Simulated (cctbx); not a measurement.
**What is wrong with this refinement?**

Cell a = 10.3400 Å, b = 10.3400 Å, c = 6.1980 Å, α = 90.00°, β = 90.00°, γ = 120.00°; space group P6_3 (no. 173).

Simulated single-crystal data (cctbx): Cu Kα, λ = 1.54184 Å, to d = 0.83 Å, 95 % of the full sphere, strongest reflection 40000 counts, noise from counting, a 4 % proportional error and a noise floor of 8 counts (s.d.); no absorption.

An anisotropic refinement with weights 1/σ² prints:

```text
Rint 0.034, 712 unique reflections to 0.83 A
cycle     R1     wR2    GooF  max shift (A)
   1  0.0855  0.2449  10.278   0.00789
   2  0.0734  0.2105   8.836   0.00002
final R1 0.0734 wR2 0.2105 GooF 8.836  parameters 33  data/parameter 21.6
atom        x        y        z      Ueq    occ   su(xyz)  su(Uiso or U11)
Sm1    0.21452  0.35615  0.93768   0.0104  1.000  0.00039  0.0010
Te1    0.74161  0.89279  0.49062   0.0214  1.000  0.00053  0.0015
Te2    0.33333  0.66667  0.75749   0.0138  1.000  0.00064  0.0014
Te3    0.51547  0.43365  0.69290   0.0186  1.000  0.00046  0.0014
Cu1    0.00000  0.00000  0.00195   0.0146  1.000  0.00167  0.0034
difference map: max 28.65 min -2.36 rms 1.08
Q1    0.3333  0.6667  0.3680    2   30.31  2.41 A from Te2
Q2    0.3333  0.6667  0.7780    2    8.11  0.13 A from Te2
Q3    0.3333  0.6667  0.5401    2    7.08  1.35 A from Te2
Q4    0.3333  0.6667  0.0237    2    5.59  1.65 A from Te2
Q5    0.1388  0.7798  0.9378    6    4.81  0.05 A from Sm1
Q6    0.3333  0.6667  0.1606    2    3.63  2.28 A from Te3
```

Q: Accept it or mend it, and why?

Mend it. The fault: an atom left out, Ti at (1/3, 2/3, 0.3666). Against the right model at the same level, R1 goes from 0.0090 to 0.0734 and GooF from 0.95 to 8.84 and the top difference peak, 30.3 e/Å³, lies 2.41 Å from Te2. Q1 is the missing atom. With scattering power missing, scale and phases suffer, so peaks may also grow on the heavy atoms.

The compound is Sm3TiCuTe7. The right model at the same level gives:

```text
Rint 0.034, 712 unique reflections to 0.83 A
cycle     R1     wR2    GooF  max shift (A)
   1  0.0349  0.1026   4.315   0.00644
   2  0.0090  0.0226   0.951   0.00003
final R1 0.0090 wR2 0.0226 GooF 0.951  parameters 36  data/parameter 19.8
atom        x        y        z      Ueq    occ   su(xyz)  su(Uiso or U11)
Sm1    0.21461  0.35602  0.93753   0.0122  1.000  0.00004  0.0001
Te1    0.74129  0.89212  0.49042   0.0238  1.000  0.00006  0.0002
Te2    0.33333  0.66667  0.75820   0.0145  1.000  0.00007  0.0002
Te3    0.51488  0.43369  0.69277   0.0202  1.000  0.00005  0.0002
Cu1    0.00000  0.00000  0.00176   0.0161  1.000  0.00018  0.0003
Ti1    0.33333  0.66667  0.36562   0.0162  1.000  0.00023  0.0004
Flack x: 0.003(2)
Hooft y: -0.000(4)  Bijvoet pairs: 321
difference map: max 0.34 min -0.54 rms 0.10
Q1    0.3333  0.6667  0.0281    2    0.37  1.67 A from Te2
Q2    0.0425  0.2170  0.3913    6    0.35  1.16 A from Te1
Q3    0.2515  0.7042  0.0772    6    0.34  1.93 A from Sm1
Q4    0.2156  0.4861  0.1299    6    0.31  1.61 A from Te3
Q5    0.0679  0.3344  0.3245    6    0.31  1.75 A from Te1
Q6    0.1651  0.3341  0.1039    6    0.30  1.12 A from Sm1
```

Isotropic U is held between 0.0001 and 1 Å² by the program, and listed peak heights are interpolated, so they can pass the grid's maximum.

The model was made for the exercise: a known structure type with other elements put in, its volume estimated, not relaxed; displacement parameters are assumed.

[Middle refinement cycles are left out of these outputs.]

[Logs are printed without paths, hosts, clocks, repeated set-up lines and the standing remarks that a program may print on its own settings, such as how far it seeks lower states.]
